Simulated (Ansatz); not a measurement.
## How W(110) screens a field

Wanted: the response of a W(110) slab to a perpendicular field.

Method: plane-wave DFT, PBE, Ansatz PAW, in Ansatz 0.2.0.

### Step 1. The structure

The cell holds 6 atoms: 6 W. Its edges and angles: a = 2.737 Å, b = 2.737 Å, c = 29.172 Å, α = 90.0°, β = 90.0°, γ = 70.5°. Vacuum lies along c.

### Step 2. Atoms held, field 0

A sawtooth potential applies the field, turning back in the middle of the vacuum. With the dipole correction the typed value is the field outside the slab. The induced dipole is small, so the SCF threshold is tight.

Contents of input.yaml:

```yaml
crystal:
  lattice:
    - [2.2344574285, -1.58, 0.0]
    - [2.2344574285, 1.58, 0.0]
    - [0.0, 0.0, 29.1722871427]
  atoms:
    - { symbol: W, position: [0.0, 0.0, 0.3085119777] }
    - { symbol: W, position: [0.5, 0.5, 0.3851071866] }
    - { symbol: W, position: [0.0, 0.0, 0.4617023955] }
    - { symbol: W, position: [0.5, 0.5, 0.5382976045] }
    - { symbol: W, position: [0.0, 0.0, 0.6148928134] }
    - { symbol: W, position: [0.5, 0.5, 0.6914880223] }
kpoints:
  mp_grid: { grid: [20, 20, 1] }
hamiltonian:
  xc: pbe
scf:
  occupations: { method: fermi_dirac, width: 0.1 }
  convergence: { dr2_threshold: 1.0e-10 }
efield:
  axis: 3
  dipole_correction: true
  ramp_position: 0.97
  ramp_width: 0.06
  amplitude: 0
output:
  forces: true
  write_potential: true
  write_density: true
  volumetric_format: npy
```

Command:

```sh
> ansatz run input.yaml --threads 2 --pin off --max-ram 3072MiB --backend cpu --events-out ev --progress --plain --runs-dir out
```

Numbers of over 12 decimals in the logs are rounded to 6 here.

What it wrote:

```text
Engine: ansatz 0.2.0, x86_64-unknown-linux-gnu
Pseudopotentials: kind: paw
Pseudopotential: W, paw, valence charge 14, recommended cutoff 420 eV (normal), W.paw.azcp
Functional definition: PBE
  parameter kappa = 0.804
  parameter beta = 0.066725
  exchange = pbe_x(kappa = kappa, mu = beta*pi^2/3)
  correlation = pbe_c(beta = beta)
Crystal: 6 atoms, lattice volume = 205.982 Å³
Basis set: ecut = 420 eV, 4111 PW (Γ), exchange–correlation on 40×40×400 points (8 copies of the dense FFT grid, shifted against one another)
Bands: 51, of which v1, the nominal top of the filled ones, is band 42 counted from 1 (41 counted from 0)
Symmetry: 4 space group operations
k-points: 111 of 400
Non-local potential: W, projectors of the file, l = 0: 3, l = 1: 2, l = 2: 2, l = 3: 1
PAW form: soft (Blöchl's): semilocal exchange-correlation on the pseudo side does not see the compensation charge
PAW one-centre angular grid: W, 590 points (default); XC on 64 Gauss nodes
Initial density: superposition of atomic densities (neutral atoms: chi_scale 0, normalization atom), corrected by the library's trained network
Initial wavefunctions: pseudopotential atomic-orbital guess
Functional: x = pbe(κ = 0.804, μ = 0.219515), c = pbe(β = 0.066725)
SCF iter   1: F=—  HF=-62306.123355 eV  |F-HF|=—  |Δ(HF+E_count)|=         —  Δρ=5.85e-3  dr2=4.84e-1  ethr=1.77e-3  p=0.000 e·Å  D=9.65e-14 V/Å  ΔV_dip=-0.00 eV  dr2_dipole=3.84e-7  V_vac-E_F(+/−)=4.97/4.97 eV  ⟨swp⟩=7.1  Hψ=56570  notcnv=0  defer=139
efield: sawtooth ramp at fractional position 0.9700 (set: `efield.ramp_position`, or a place that a band, a saddle search or an elastic batch's reference lends), width 0.0600; the density the first Hamiltonian is built on has a dipole p = 0.000 e·Å; the dipole correction subtracts the counter field D = 9.65e-14 V/Å, which shifts the + side's vacuum level by -0.00 eV against the − side's; the planar-averaged density in the ramp window peaks in size at 1.4e-5 e/Å³
automatic band count: the SCF goes on with 60 bands, as 51 were too few: the levels above may hold too much charge
preconditioner: auto → LDOS  [metal: Δε(μ)=0.016 eV  Ē_g=6.341 eV  σ=0.100 eV  W_gap=0.04  n_scr=20 (ndim 8)  ℏωp=15.5 eV  f_vac=0.483  D(μ)=3.90/eV (n_scr^D=16)  β→1.0]
SCF iter   2: F=—  HF=-62306.106551 eV  |F-HF|=—  |Δ(HF+E_count)|=   1.68e-2  Δρ=2.96e-3  dr2=9.14e-2  ethr=5.77e-4  p=-0.000 e·Å  D=-1.91e-6 V/Å  ΔV_dip=0.00 eV  dr2_dipole=3.63e-7  V_vac-E_F(+/−)=4.88/4.88 eV  ⟨swp⟩=2.0  Hψ=9401  notcnv=0  defer=286
SCF iter   3: F=—  HF=-62306.097605 eV  |F-HF|=—  |Δ(HF+E_count)|=   8.95e-3  Δρ=5.19e-4  dr2=3.12e-3  ethr=1.09e-4  p=-0.000 e·Å  D=-2.41e-6 V/Å  ΔV_dip=0.00 eV  dr2_dipole=3.82e-8  V_vac-E_F(+/−)=4.90/4.90 eV  ⟨swp⟩=2.0  Hψ=8217  notcnv=0  defer=286
SCF iter   4: F=—  HF=-62306.097319 eV  |F-HF|=—  |Δ(HF+E_count)|=   2.85e-4  Δρ=1.69e-4  dr2=1.75e-4  ethr=3.71e-6  p=-0.000 e·Å  D=-1.76e-6 V/Å  ΔV_dip=0.00 eV  dr2_dipole=1.92e-9  V_vac-E_F(+/−)=4.90/4.90 eV  ⟨swp⟩=2.7  Hψ=8855  notcnv=0  defer=286
SCF iter   5: F=—  HF=-62306.097298 eV  |F-HF|=—  |Δ(HF+E_count)|=   2.07e-5  Δρ=5.71e-5  dr2=4.78e-6  ethr=2.08e-7  p=-0.000 e·Å  D=-1.24e-6 V/Å  ΔV_dip=0.00 eV  dr2_dipole=4.87e-10  V_vac-E_F(+/−)=4.90/4.90 eV  ⟨swp⟩=3.0  Hψ=9838  notcnv=0  defer=286
SCF iter   6: F=—  HF=-62306.097205 eV  |F-HF|=—  |Δ(HF+E_count)|=   9.33e-5  Δρ=1.71e-5  dr2=9.31e-7  ethr=5.70e-9  p=-0.000 e·Å  D=-5.28e-7 V/Å  ΔV_dip=0.00 eV  dr2_dipole=3.66e-13  V_vac-E_F(+/−)=4.90/4.90 eV  ⟨swp⟩=3.0  Hψ=10202  notcnv=0  defer=239
SCF iter   7: F=—  HF=-62306.097206 eV  |F-HF|=—  |Δ(HF+E_count)|=   9.07e-7  Δρ=5.17e-6  dr2=5.52e-8  ethr=1.11e-9  p=-0.000 e·Å  D=-2.34e-7 V/Å  ΔV_dip=0.00 eV  dr2_dipole=1.02e-11  V_vac-E_F(+/−)=4.90/4.90 eV  ⟨swp⟩=2.9  Hψ=10407  notcnv=0  defer=232
SCF iter   8: F=—  HF=-62306.097206 eV  |F-HF|=—  |Δ(HF+E_count)|=   9.39e-8  Δρ=1.49e-6  dr2=4.41e-9  ethr=6.57e-11  p=-0.000 e·Å  D=-9.96e-8 V/Å  ΔV_dip=0.00 eV  dr2_dipole=1.28e-12  V_vac-E_F(+/−)=4.90/4.90 eV  ⟨swp⟩=3.1  Hψ=12110  notcnv=0  defer=222
SCF iter   9: F=—  HF=-62306.097206 eV  |F-HF|=—  |Δ(HF+E_count)|=   1.89e-8  Δρ=3.67e-7  dr2=3.83e-10  ethr=5.25e-12  p=-0.000 e·Å  D=-3.35e-8 V/Å  ΔV_dip=0.00 eV  dr2_dipole=3.44e-15  V_vac-E_F(+/−)=4.90/4.90 eV  ⟨swp⟩=2.9  Hψ=10952  notcnv=0  defer=222
SCF iter  10: F=-62306.097206 eV  HF=-62306.097206 eV  |F-HF|=1.31e-10  |Δ(HF+E_count)|=   2.29e-9  Δρ=9.61e-8  dr2=3.35e-11  ethr=1.00e-12  p=-0.000 e·Å  D=-1.31e-8 V/Å  ΔV_dip=0.00 eV  dr2_dipole=5.48e-16  V_vac-E_F(+/−)=4.90/4.90 eV  ⟨swp⟩=19.1  Hψ=41958  notcnv=0
SCF 1 converged in 10 iterations: F = -62306.097206 eV  dr2 = 3.35e-11
  greatest PAW one-centre occupation: 1.000 electrons in one spin orbital (limit 2), on the W atom at site 5 (counted from 0), in its partial waves of l = 0
WARN: The output density's exchange-correlation potential varies sharply where the density is thin. Do not read a vacuum level from v_tot or v_xc, or from such a field of the output density. On a cell that repeats whose density bears no net charge and no dipole along the vacuum's axis use v_es (v_loc + v_h of the components); under efield.dipole_correction with no amplitude use v_es + v_field, which holds any externa [...]
SCF converged after 10 iterations
Free energy (F): -62306.097206 eV
Harris-Foulkes:  -62306.097206 eV  (|F-HF|=1.31e-10)
Internal energy: -62305.970606 eV  (E = F + TS)
E sigma→0 (E₀):  -62306.033906 eV
Entropy (-TS):   -0.126600 eV (-21.100 meV/atom)
Fermi energy:    7.883462 eV
Dipole field:    D = 0.000000 V/Å  (p = 0.000000 e·Å, saw-weighted, corrected)
Work function:   Φ+ = 4.8995 eV   Φ− = 4.8995 eV
Levels:          The Fermi level and band energies are counted from a zero that moves with the ramp; work functions are not
--- Per-component energies (eV) ---
  E_band       = -1718.114701
  E_kinetic    = 2693.599484
  E_local      = -133772.439443  (includes V_loc(G=0)·N_el)
  E_nonlocal   = 5.172963
  E_hartree    = 65766.378470
  E_xc         = -1597.759691
  E_vxc        = -1427.605255  (∫ρ·V_xc dr)
  E_paw        = -51374.873288  (= ΣΔE_a)
  E_vpaw       = -749.599315  (= ΣTr[D̂ρ^β])
  E_aug_tail   = -0.000348  (compensation charges beyond the density's cutoff)
  E_efield     = 0.000000  (sawtooth field / dipole correction)
  E_vefield    = 0.000000  (∫n·V_field dr)
  E_ewald      = 55973.951246
  E_smearing   = -0.126600  (= −TS)
  E_closure    = -0.000000  (closes the sum)
  Σ components = -62306.097206   (vs F -62306.097206, Δ=0.00e0)
--- Forces (eV/Å), atoms counted from 1 ---
  atom   1  W      0.00000000    -0.00000000     0.37807698
  atom   2  W     -0.00000000     0.00000000    -0.71756952
  atom   3  W     -0.00000000     0.00000000     0.07294540
  atom   4  W     -0.00000000     0.00000000    -0.07294514
  atom   5  W     -0.00000000     0.00000000     0.71756919
  atom   6  W     -0.00000000    -0.00000000    -0.37807680
  max |Σ_I F_I| component: 1.08e-7 eV/Å
--- Band table (eV; the first three rows and the last of 111) ---
  k-point 0: bands = [... 38 lower, 6.5346, 6.6070, 6.8232, 6.8820, 7.6958, 7.8510, 8.4627, 8.9617, ... 14 higher]
  k-point 1: bands = [... 38 lower, 6.4987, 6.6351, 6.7390, 6.9640, 7.7326, 7.7862, 8.2838, 9.0544, ... 14 higher]
  k-point 2: bands = [... 38 lower, 6.3601, 6.4677, 6.8993, 7.1003, 7.4937, 7.7991, 8.0918, 9.2567, ... 14 higher]
  k-point 110: bands = [... 38 lower, 8.1482, 8.4071, 8.5147, 8.9384, 8.9715, 9.6179, 9.6417, 10.3238, ... 14 higher]
```

It took 24 s on 2 threads of AMD EPYC 9R45 (Zen 5), shared host; peak memory 1.2 GiB; 47 s of CPU time.

The column dr2 measures how far the density is from self-consistency, as an energy; F and HF (Harris–Foulkes) agree once it is small.

This step gave:

* energy at zero smearing: -62306.0339 eV
* work function, upper face: 4.900 eV
* dipole along the normal: 2.04e-8 e·Å

Running mean over 2.234 Å of the planar mean; the ramp of the sawtooth is left out. The electron's electrostatic potential energy less the Fermi level by z:

| z (Å) | electron's electrostatic potential energy less the Fermi level (eV) |
| --- | --- |
| 4 | 4.90 |
| 5 | 4.89 |
| 6 | 4.76 |
| 7 | 3.30 |
| 8 | -5.75 |
| 9 | -12.2 |
| 10 | -12.6 |
| 11 | -12.8 |
| 12 | -12.8 |
| 13 | -12.8 |
| 14 | -12.7 |
| 15 | -12.7 |
| 16 | -12.8 |
| 17 | -12.8 |
| 18 | -12.8 |
| 19 | -12.6 |
| 20 | -12.4 |
| 21 | -7.66 |
| 22 | 2.46 |
| 23 | 4.68 |
| 24 | 4.88 |
| 25 | 4.90 |

Force by atom:

| atom | x (eV/Å) | y (eV/Å) | z (eV/Å) | size |
| --- | --- | --- | --- | --- |
| W1 | 0.000 | 0.000 | 0.378 | 0.378 |
| W2 | 0.000 | 0.000 | -0.718 | 0.718 |
| W3 | 0.000 | 0.000 | 0.073 | 0.073 |
| W4 | 0.000 | 0.000 | -0.073 | 0.073 |
| W5 | 0.000 | 0.000 | 0.718 | 0.718 |
| W6 | 0.000 | 0.000 | -0.378 | 0.378 |

The work function of the upper face is 4.90 eV.

### Step 3. Atoms held, field 0.05 V/Å

input.yaml: that of step 2 with these lines changed.

```diff
@@ -24,3 +24,3 @@
   ramp_width: 0.06
-  amplitude: 0
+  amplitude: 0.05
 output:
```

What it wrote:

```text
[...]
Crystal: 6 atoms, lattice volume = 205.982 Å³
Basis set: ecut = 420 eV, 4111 PW (Γ), exchange–correlation on 40×40×400 points (8 copies of the dense FFT grid, shifted against one another)
Bands: 51, of which v1, the nominal top of the filled ones, is band 42 counted from 1 (41 counted from 0)
Symmetry: 4 space group operations
k-points: 111 of 400
[...]
k-point 0: bands = [... 38 lower, 6.5345, 6.6069, 6.8231, 6.8819, 7.6957, 7.8509, 8.4627, 8.9616, ... 14 higher]
  k-point 1: bands = [... 38 lower, 6.4985, 6.6350, 6.7388, 6.9639, 7.7324, 7.7861, 8.2838, 9.0543, ... 14 higher]
  k-point 2: bands = [... 38 lower, 6.3599, 6.4676, 6.8992, 7.1001, 7.4935, 7.7990, 8.0917, 9.2566, ... 14 higher]
  k-point 110: bands = [... 38 lower, 8.1480, 8.4070, 8.5146, 8.9383, 8.9714, 9.6178, 9.6416, 10.3237, ... 14 higher]
[key lines of the parts left out:]
SCF converged after 13 iterations
Free energy (F): -62306.097945 eV
Fermi energy:    7.883334 eV
Dipole field:    D = 0.025949 V/Å  (p = 0.029538 e·Å, saw-weighted, corrected)
```

The job ended after 27 s (2 threads; peak memory 1.1 GiB).

The dipole is 0.0295 e·Å.

### Step 4. Single point, field -0.05 V/Å

input.yaml: that of step 3 with these lines changed.

```diff
@@ -24,3 +24,3 @@
   ramp_width: 0.06
-  amplitude: 0.05
+  amplitude: -0.05
 output:
```

What it wrote:

```text
[...]
Crystal: 6 atoms, lattice volume = 205.982 Å³
Basis set: ecut = 420 eV, 4111 PW (Γ), exchange–correlation on 40×40×400 points (8 copies of the dense FFT grid, shifted against one another)
Bands: 51, of which v1, the nominal top of the filled ones, is band 42 counted from 1 (41 counted from 0)
Symmetry: 4 space group operations
k-points: 111 of 400
[...]
k-point 0: bands = [... 38 lower, 6.5345, 6.6069, 6.8231, 6.8819, 7.6957, 7.8509, 8.4627, 8.9616, ... 14 higher]
  k-point 1: bands = [... 38 lower, 6.4985, 6.6350, 6.7388, 6.9639, 7.7324, 7.7861, 8.2838, 9.0543, ... 14 higher]
  k-point 2: bands = [... 38 lower, 6.3599, 6.4676, 6.8992, 7.1001, 7.4935, 7.7990, 8.0917, 9.2566, ... 14 higher]
  k-point 110: bands = [... 38 lower, 8.1480, 8.4070, 8.5146, 8.9383, 8.9714, 9.6178, 9.6416, 10.3237, ... 14 higher]
[key lines of the parts left out:]
SCF converged after 13 iterations
Free energy (F): -62306.097945 eV
Fermi energy:    7.883335 eV
Dipole field:    D = -0.025949 V/Å  (p = -0.029538 e·Å, saw-weighted, corrected)
```

The job ended after 27 s (2 threads; peak memory 1.2 GiB; 53 s of CPU time).

The dipole is -0.0295 e·Å.

### Step 5. Atoms held, field 0.1 V/Å

input.yaml: that of step 4 with these lines changed.

```diff
@@ -24,3 +24,3 @@
   ramp_width: 0.06
-  amplitude: -0.05
+  amplitude: 0.1
 output:
```

What it wrote:

```text
[...]
Crystal: 6 atoms, lattice volume = 205.982 Å³
Basis set: ecut = 420 eV, 4111 PW (Γ), exchange–correlation on 40×40×400 points (8 copies of the dense FFT grid, shifted against one another)
Bands: 51, of which v1, the nominal top of the filled ones, is band 42 counted from 1 (41 counted from 0)
Symmetry: 4 space group operations
k-points: 111 of 400
[...]
k-point 0: bands = [... 38 lower, 6.5340, 6.6065, 6.8227, 6.8815, 7.6953, 7.8503, 8.4624, 8.9612, ... 14 higher]
  k-point 1: bands = [... 38 lower, 6.4982, 6.6346, 6.7384, 6.9635, 7.7318, 7.7858, 8.2836, 9.0539, ... 14 higher]
  k-point 2: bands = [... 38 lower, 6.3596, 6.4672, 6.8988, 7.0998, 7.4929, 7.7988, 8.0914, 9.2562, ... 14 higher]
  k-point 110: bands = [... 38 lower, 8.1477, 8.4066, 8.5142, 8.9379, 8.9711, 9.6174, 9.6413, 10.3233, ... 14 higher]
[key lines of the parts left out:]
SCF converged after 13 iterations
Free energy (F): -62306.100160 eV
Fermi energy:    7.882963 eV
Dipole field:    D = 0.051899 V/Å  (p = 0.059079 e·Å, saw-weighted, corrected)
```

Elapsed: 27 s, on 2 threads; peak memory 1.2 GiB; 54 s of CPU time.

The dipole is 0.0591 e·Å.

### Step 6. Atoms held, field -0.1 V/Å

input.yaml: that of step 5 with these lines changed.

```diff
@@ -24,3 +24,3 @@
   ramp_width: 0.06
-  amplitude: 0.1
+  amplitude: -0.1
 output:
```

What it wrote:

```text
[...]
Crystal: 6 atoms, lattice volume = 205.982 Å³
Basis set: ecut = 420 eV, 4111 PW (Γ), exchange–correlation on 40×40×400 points (8 copies of the dense FFT grid, shifted against one another)
Bands: 51, of which v1, the nominal top of the filled ones, is band 42 counted from 1 (41 counted from 0)
Symmetry: 4 space group operations
k-points: 111 of 400
[...]
k-point 0: bands = [... 38 lower, 6.5340, 6.6065, 6.8227, 6.8815, 7.6953, 7.8503, 8.4624, 8.9612, ... 14 higher]
  k-point 1: bands = [... 38 lower, 6.4982, 6.6346, 6.7384, 6.9635, 7.7318, 7.7858, 8.2836, 9.0539, ... 14 higher]
  k-point 2: bands = [... 38 lower, 6.3596, 6.4672, 6.8988, 7.0998, 7.4929, 7.7988, 8.0914, 9.2562, ... 14 higher]
  k-point 110: bands = [... 38 lower, 8.1477, 8.4066, 8.5142, 8.9379, 8.9711, 9.6174, 9.6413, 10.3233, ... 14 higher]
[key lines of the parts left out:]
SCF converged after 13 iterations
Free energy (F): -62306.100160 eV
Fermi energy:    7.882963 eV
Dipole field:    D = -0.051900 V/Å  (p = -0.059079 e·Å, saw-weighted, corrected)
```

It took 27 s on 2 threads; peak memory 1.2 GiB.

The dipole is -0.0591 e·Å.

### Step 7. Single point, field 0.2 V/Å

input.yaml: that of step 6 with these lines changed.

```diff
@@ -24,3 +24,3 @@
   ramp_width: 0.06
-  amplitude: -0.1
+  amplitude: 0.2
 output:
```

What it wrote:

```text
[...]
Crystal: 6 atoms, lattice volume = 205.982 Å³
Basis set: ecut = 420 eV, 4111 PW (Γ), exchange–correlation on 40×40×400 points (8 copies of the dense FFT grid, shifted against one another)
Bands: 51, of which v1, the nominal top of the filled ones, is band 42 counted from 1 (41 counted from 0)
Symmetry: 4 space group operations
k-points: 111 of 400
[...]
k-point 0: bands = [... 38 lower, 6.5322, 6.6050, 6.8211, 6.8800, 7.6938, 7.8482, 8.4616, 8.9597, ... 14 higher]
  k-point 1: bands = [... 38 lower, 6.4967, 6.6331, 6.7367, 6.9621, 7.7294, 7.7846, 8.2827, 9.0524, ... 14 higher]
  k-point 2: bands = [... 38 lower, 6.3581, 6.4656, 6.8972, 7.0983, 7.4904, 7.7978, 8.0903, 9.2547, ... 14 higher]
  k-point 110: bands = [... 38 lower, 8.1462, 8.4051, 8.5127, 8.9364, 8.9696, 9.6159, 9.6398, 10.3218, ... 14 higher]
[key lines of the parts left out:]
SCF converged after 13 iterations
Free energy (F): -62306.109022 eV
Fermi energy:    7.881472 eV
Dipole field:    D = 0.103812 V/Å  (p = 0.118172 e·Å, saw-weighted, corrected)
```

Run time: 28 s. Hardware: 2 threads; peak memory 1.2 GiB.

The dipole is 0.118 e·Å.

### Step 8. Single point, field -0.2 V/Å

input.yaml: that of step 7 with these lines changed.

```diff
@@ -24,3 +24,3 @@
   ramp_width: 0.06
-  amplitude: 0.2
+  amplitude: -0.2
 output:
```

What it wrote:

```text
[...]
Crystal: 6 atoms, lattice volume = 205.982 Å³
Basis set: ecut = 420 eV, 4111 PW (Γ), exchange–correlation on 40×40×400 points (8 copies of the dense FFT grid, shifted against one another)
Bands: 51, of which v1, the nominal top of the filled ones, is band 42 counted from 1 (41 counted from 0)
Symmetry: 4 space group operations
k-points: 111 of 400
[...]
k-point 0: bands = [... 38 lower, 6.5322, 6.6050, 6.8211, 6.8800, 7.6938, 7.8482, 8.4616, 8.9597, ... 14 higher]
  k-point 1: bands = [... 38 lower, 6.4967, 6.6331, 6.7367, 6.9621, 7.7294, 7.7846, 8.2827, 9.0524, ... 14 higher]
  k-point 2: bands = [... 38 lower, 6.3581, 6.4656, 6.8972, 7.0983, 7.4904, 7.7978, 8.0903, 9.2547, ... 14 higher]
  k-point 110: bands = [... 38 lower, 8.1462, 8.4051, 8.5127, 8.9364, 8.9696, 9.6159, 9.6398, 10.3218, ... 14 higher]
[key lines of the parts left out:]
SCF converged after 13 iterations
Free energy (F): -62306.109022 eV
Fermi energy:    7.881472 eV
Dipole field:    D = -0.103812 V/Å  (p = -0.118172 e·Å, saw-weighted, corrected)
```

Elapsed: 28 s, on 2 threads; peak memory 1.2 GiB.

The dipole is -0.118 e·Å.

### Step 9. Single point, field 0.4 V/Å

input.yaml: that of step 8 with these lines changed.

```diff
@@ -24,3 +24,3 @@
   ramp_width: 0.06
-  amplitude: -0.2
+  amplitude: 0.4
 output:
@@ -30 +30,2 @@
   volumetric_format: npy
+  elf: true
```

What it wrote:

```text
[...]
Crystal: 6 atoms, lattice volume = 205.982 Å³
Basis set: ecut = 420 eV, 4111 PW (Γ), exchange–correlation on 40×40×400 points (8 copies of the dense FFT grid, shifted against one another)
Bands: 51, of which v1, the nominal top of the filled ones, is band 42 counted from 1 (41 counted from 0)
Symmetry: 4 space group operations
k-points: 111 of 400
[...]
k-point 0: bands = [... 38 lower, 6.5249, 6.5989, 6.8147, 6.8740, 7.6877, 7.8397, 8.4580, 8.9536, ... 14 higher]
  k-point 1: bands = [... 38 lower, 6.4906, 6.6271, 6.7297, 6.9561, 7.7197, 7.7794, 8.2792, 9.0463, ... 14 higher]
  k-point 2: bands = [... 38 lower, 6.3521, 6.4591, 6.8907, 7.0921, 7.4807, 7.7938, 8.0856, 9.2485, ... 14 higher]
  k-point 110: bands = [... 38 lower, 8.1401, 8.3989, 8.5067, 8.9304, 8.9635, 9.6099, 9.6338, 10.3158, ... 14 higher]
[key lines of the parts left out:]
SCF converged after 13 iterations
Free energy (F): -62306.144482 eV
Fermi energy:    7.875405 eV
Dipole field:    D = 0.207725 V/Å  (p = 0.236459 e·Å, saw-weighted, corrected)
```

Run time: 28 s. Hardware: 2 threads; peak memory 1.2 GiB.

Running mean over 2.234 Å of the planar mean, with the applied field; the ramp of the sawtooth is left out. Table of electron's electrostatic potential energy less the Fermi level by z:

| z (Å) | electron's electrostatic potential energy less the Fermi level (eV) |
| --- | --- |
| 4 | 3.71 |
| 5 | 4.09 |
| 6 | 4.33 |
| 7 | 3.16 |
| 8 | -5.76 |
| 9 | -12.2 |
| 10 | -12.6 |
| 11 | -12.8 |
| 12 | -12.8 |
| 13 | -12.8 |
| 14 | -12.7 |
| 15 | -12.7 |
| 16 | -12.8 |
| 17 | -12.8 |
| 18 | -12.8 |
| 19 | -12.6 |
| 20 | -12.4 |
| 21 | -7.65 |
| 22 | 2.57 |
| 23 | 5.07 |
| 24 | 5.64 |
| 25 | 6.05 |

The dipole is 0.236 e·Å.

[end of part 1 of 2]

[Logs are printed without paths, hosts, clocks, repeated set-up lines and the standing remarks that a program may print on its own settings, such as how far it seeks lower states.]

[Hosts, paths, dates, database ids (printed as entryN), source tags and the programs' standing remarks are cut or masked in the printed files.]

[Maps of the electrostatic potential energy from Ansatz leave out the sawtooth potential of an applied field or a dipole correction, so their vacuum need not be flat; planar profiles and work functions include it.]
